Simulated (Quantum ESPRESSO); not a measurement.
# O K ELNES/XANES of SiO2 (Stishovite, P4_2/mnm) from DFT, part 2 of 4

Aim: the near-edge shape at the O K edge of SiO2 (Stishovite, P4_2/mnm), and what the core hole does to it.

Quantum ESPRESSO 7.5; X-ray absorption near-edge structure, plane-wave PAW PBE, one-electron final states by a Lanczos continued fraction.

So far. Step 2 (Ground state of the crystal): The mesh shows a gap of 5.62 eV, so the hole is first treated in a charged cell, without the excited electron. Step 3 (Spectrum without a core hole, O atom 3): Main maxima below 24 eV (height): 2.7 eV (1.05), 9.9 eV (3.51), 19.8 eV (0.64) and 23.2 eV (1.26). A K edge sees empty p states on the absorber.

### 6. The atom with a core hole

Level of this step: all-electron atom with a core hole and its PAW potential, PBE, scalar-relativistic (Quantum ESPRESSO).

The final state has one core electron fewer, so a PAW data set is made for an atom with that hole.

File O.pbe-n-kjpaw-1sch.ld1.in:

```
&input
   title='O', zed=8., rel=1, iswitch=3, dft='PBE',
   config='1s1 2s2 2p5'
/
&inputp
   file_pseudopw='O.pbe-n-kjpaw-1sch.UPF', author='',
   lpaw=.true.,
   pseudotype=3,
   lloc=-1,
   rcloc=1.1,
   which_augfun='PSQ',
   rmatch_augfun_nc=.true.,
   nlcc=.true.,
   new_core_ps=.true.,
   rcore=0.7,
   tm=.true.,
   zval=7,
   lgipaw_reconstruction=.true., use_paw_as_gipaw=.true.
/
4
2S  1  0  2.00  0.00  1.00  1.30  0.0
2S  1  0  0.00  1.00  1.00  1.30  0.0
2P  2  1  5.00  0.00  0.90  1.35  0.0
2P  2  1  0.00  0.05  0.90  1.35  0.0
```

Launch:

```sh
ld1.x < O.pbe-n-kjpaw-1sch.ld1.in > O.pbe-n-kjpaw-1sch.ld1.out
```

The program printed:

```text
     [... banner and references ...]
PAW data will be used for GIPAW calculation
     --------------------------- All-electron run ----------------------------

     O
     scalar relativistic calculation

     atomic number is  8.00
     dft =PBE   lsd =0 sic =0 latt =0  beta=0.20 tr2=1.0E-14
     Exchange-correlation= PBE
                           (   1   4   3   4   0   0   0)
     mesh =1095 r(mesh) =  99.04343 a.u. xmin = -7.00 dx = 0.01250
     1 Ry =  13.60569312 eV, c = 137.03599908

     n l     nl                  e(Ry)          e(Ha)          e(eV)
     1 0     1S 1( 1.00)       -42.2555       -21.1277      -574.9151
     2 0     2S 1( 2.00)        -1.9484        -0.9742       -26.5092
     2 1     2P 1( 5.00)        -0.8534        -0.4267       -11.6109

     final scf error:  9.0E-15 reached in  28 iterations

     Etot =    -110.691273 Ry,     -55.345636 Ha,   -1506.031488 eV

     Ekin =     110.377054 Ry,      55.188527 Ha,    1501.756329 eV
     Encl =    -271.747232 Ry,    -135.873616 Ha,   -3697.309445 eV
     Eh   =      64.143532 Ry,      32.071766 Ha,     872.717207 eV
     Exc  =     -13.464627 Ry,      -6.732313 Ha,    -183.195579 eV

     normalization and overlap integrals

     s(1S/1S) =  1.000000  <r> =   0.1922  <r2> =    0.0497  r(max) =   0.1266
     s(1S/2S) = -0.000243
     s(2S/2S) =  1.000000  <r> =   1.0648  <r2> =    1.3830  r(max) =   0.8151
     s(2P/2P) =  1.000000  <r> =   1.0977  <r2> =    1.6069  r(max) =   0.7104

     ------------------------ End of All-electron run ------------------------

     --------------------- Generating PAW atomic setup --------------------

      Generating local potential from pseudized AE potential:
      Matching radius rcloc =   1.1000

[...]
(   1   4   3   4   0   0   0)
     mesh =1095 r(mesh) =  99.04343 a.u. xmin = -7.00 dx = 0.01250
     1 Ry =  13.60569312 eV, c = 137.03599908

     n l     nl                  e(Ry)          e(Ha)          e(eV)
[...]
final scf error:  9.0E-15 reached in  28 iterations

     Etot =    -110.691273 Ry,     -55.345636 Ha,   -1506.031488 eV

     Ekin =     110.377054 Ry,      55.188527 Ha,    1501.756329 eV
     Encl =    -271.747232 Ry,    -135.873616 Ha,   -3697.309445 eV
     Eh   =      64.143532 Ry,      32.071766 Ha,     872.717207 eV
     Exc  =     -13.464627 Ry,      -6.732313 Ha,    -183.195579 eV

     normalization and overlap integrals

     s(1S/1S) =  1.000000  <r> =   0.1922  <r2> =    0.0497  r(max) =   0.1266
     s(1S/2S) = -0.000243
     s(2S/2S) =  1.000000  <r> =   1.0648  <r2> =    1.3830  r(max) =   0.8151
     s(2P/2P) =  1.000000  <r> =   1.0977  <r2> =    1.6069  r(max) =   0.7104

     ------------------------ End of All-electron run ------------------------

     ---------------------- Testing the pseudopotential ----------------------

     O
     scalar relativistic calculation

     atomic number is  8.00   valence charge is  7.00
     dft = SLA  PW   PBX  PBC   lsd =0 sic =0 latt =0  beta=0.20 tr2=1.0E-14
     mesh =1095 r(mesh) =  99.04343 xmin = -7.00 dx = 0.01250

     n l     nl             e AE (Ry)        e PS (Ry)    De AE-PS (Ry)
     1 0     2S   1( 2.00)       -1.94839       -1.94839        0.00000
     2 1     2P   1( 5.00)       -0.85338       -0.85339        0.00001

     eps = 6.0E-18  iter =  4

     Etot =    -110.691273 Ry,     -55.345636 Ha,   -1506.031488 eV
     Etotps =   -51.563652 Ry,     -25.781826 Ha,    -701.559225 eV

     Ekin =      48.398334 Ry,      24.199167 Ha,     658.492884 eV
     Encl =    -128.343327 Ry,     -64.171663 Ha,   -1746.199920 eV
     Ehrt =      41.845963 Ry,      20.922981 Ha,     569.343330 eV
     Ecxc =     -13.464622 Ry,      -6.732311 Ha,    -183.195520 eV
     (Ecc =      -0.076871 Ry,      -0.038436 Ha,      -1.045890 eV)

     ---------------------- End of pseudopotential test ----------------------
```

It took 0.67 s on 1 MPI rank of Arm Neoverse V1, shared host; peak memory 0.12 GiB.

Removing the core electron and adding it to the valence shell costs the free atom 534.9 eV.

### 7. Supercell with FCH, O atom 3

The holes are 5.0 Å apart. The excited electron is left out and a uniform background balances the charge.

File scf.in:

```
&control
   calculation='scf', prefix='x', pseudo_dir='../pp', outdir='tmp', tprnfor=.true.
/
&system
   ibrav=0, nat=12, ntyp=3, nbnd=36
   ecutwfc=50, ecutrho=360
   occupations='fixed'
   tot_charge=1
/
&electrons
   conv_thr=1.2e-07, electron_maxstep=120
   mixing_beta=0.5
/
ATOMIC_SPECIES
Si 1.0 Si.pbe-nl-kjpaw.UPF
Oh 1.0 O.pbe-n-kjpaw-1sch.UPF
O 1.0 O.pbe-n-kjpaw.UPF
CELL_PARAMETERS angstrom
  4.17730000 0.00000000 2.66520000
  0.00000000 4.17730000 2.66520000
  0.00000000 -4.17730000 2.66520000
ATOMIC_POSITIONS crystal
Si   0.50000000 0.25000000 0.75000000
Si   0.50000000 0.75000000 0.25000000
Si   0.00000000 0.00000000 0.00000000
Si   0.00000000 0.50000000 0.50000000
Oh   0.80590000 0.94410000 0.75000000
O    0.80590000 0.44410000 0.25000000
O    0.69410000 0.00000000 0.30590000
O    0.69410000 0.50000000 0.80590000
O    0.19410000 0.55590000 0.75000000
O    0.19410000 0.05590000 0.25000000
O    0.30590000 0.00000000 0.69410000
O    0.30590000 0.50000000 0.19410000
K_POINTS automatic
5 5 5 0 0 0
```

Launch:

```sh
OMP_NUM_THREADS=1 mpirun --oversubscribe --bind-to none -np 8 pw.x -nk 8 -in scf.in > scf.out
```

The program printed:

```text
     [... banner and references ...]
[banner, memory and clock lines left out]
using ibrav=0 with symmetry is DISCOURAGED, use correct ibrav instead

     G-vector sticks info

     bravais-lattice index     =            0
     lattice parameter (alat)  =       9.3638  a.u.
     unit-cell volume          =     627.6936 (a.u.)^3
     number of atoms/cell      =           12
     number of atomic types    =            3
     number of electrons       =        64.00
     number of Kohn-Sham states=           36
     kinetic-energy cutoff     =      50.0000  Ry
     charge density cutoff     =     360.0000  Ry
     scf convergence threshold =      1.2E-07
     mixing beta               =       0.5000
     number of iterations used =            8  plain     mixing
     Exchange-correlation= SLA  PW   PBX  PBC
                           (   1   4   3   4   0   0   0)

     celldm(1)=   9.363803  celldm(2)=   0.000000  celldm(3)=   0.000000
     celldm(4)=   0.000000  celldm(5)=   0.000000  celldm(6)=   0.000000

     crystal axes: (cart. coord. in units of alat)
               a(1) = (   0.843029   0.000000   0.537869 )
               a(2) = (   0.000000   0.843029   0.537869 )
               a(3) = (   0.000000  -0.843029   0.537869 )

     reciprocal axes: (cart. coord. in units 2 pi/alat)
               b(1) = (  1.186199  0.000000 -0.000000 )
               b(2) = ( -0.593100  0.593100  0.929595 )
               b(3) = ( -0.593100 -0.593100  0.929595 )

     PseudoPot. #1 for Si:     Pseudo is Projector augmented-wave + core cor, Zval =  4.0

     ../pp/O.pbe-n-kjpaw-1sch.UPF
     Pseudo is Projector augmented-wave + core cor, Zval =  7.0
     Shape of augmentation charge: PSQ
[...]
Davidson diagonalization with overlap
     ethr =  1.10E-09,  avg # of iterations =  1.1

     total energy              =    -532.33821132 Ry
     estimated scf accuracy    <       0.00000031 Ry

     iteration # 15     ecut=    50.00 Ry     beta= 0.50
     Davidson diagonalization with overlap
     ethr =  4.78E-10,  avg # of iterations =  2.1

     End of self-consistent calculation

          k = 0.0000 0.0000 0.0000 (  3771 PWs)   bands (ev):

   -14.9991 -10.9908  -8.7697  -8.4284  -8.1837  -7.8808  -7.6000  -7.4784
    -2.1927  -1.6279   0.1604   0.8913   1.4361   2.3410   3.2509   4.0907
     4.5792   4.8956   5.8632   5.9819   6.1828   6.2322   6.3876   6.8553
     7.6497   8.2894   8.9554   9.2171   9.3416   9.6072   9.8229  10.7432
    15.4216  17.2886  17.4087  17.8188

     [... bands of 26 further k-points ...]

     highest occupied, lowest unoccupied level (ev):    10.7432   15.4216

!    total energy              =    -532.33821134 Ry
     total all-electron energy =     -3486.777524 Ry
     estimated scf accuracy    <       0.00000004 Ry

     The total energy is the sum of the following terms:
     one-electron contribution =     -35.86111768 Ry
     hartree contribution      =      69.40986408 Ry
     xc contribution           =     -82.64833583 Ry
     ewald contribution        =    -264.80410546 Ry
     one-center paw contrib.   =    -218.43451646 Ry

     convergence has been achieved in  15 iterations

     Forces acting on atoms (cartesian axes, Ry/au):

     atom    1 type  1   force =    -0.12905977    0.12905977    0.00000000
     atom    2 type  1   force =    -0.00830726    0.00830726   -0.00000000
     atom    3 type  1   force =     0.09804991   -0.09804991    0.14573899
[...]
atom   11 type  3   force =    -0.00333831   -0.01450869    0.00360569
     atom   12 type  3   force =    -0.00333831   -0.01450869   -0.00360569

     Total force =     0.349479     Total SCF correction =     0.000113

     XML data file, charge density, pseudopotentials, collected wavefunctions
```

It took 34 s on 8 MPI ranks; peak memory 0.12 GiB; 4.5 min of CPU time.

Energy with the hole: -47440.025 eV, cores included.

[end of part 2 of 4]

[Banner, clock and machine lines of the logs are left out without a mark of their own.]

[Logs are printed without paths, hosts, clocks, repeated set-up lines and the standing remarks that a program may print on its own settings, such as how far it seeks lower states.]

[Hosts, paths, dates, database ids (printed as entryN), source tags and the programs' standing remarks are cut or masked in the printed files.]

[Lists of maxima count a maximum above −3 eV only where it reaches 4 % of the highest in the window and stands out from its surroundings by 2 % of it (1.5 % where it reaches 55 %); shoulders and weaker maxima are passed over, and of the rest the first, up to two pre-edge ones and the few strongest are named.]
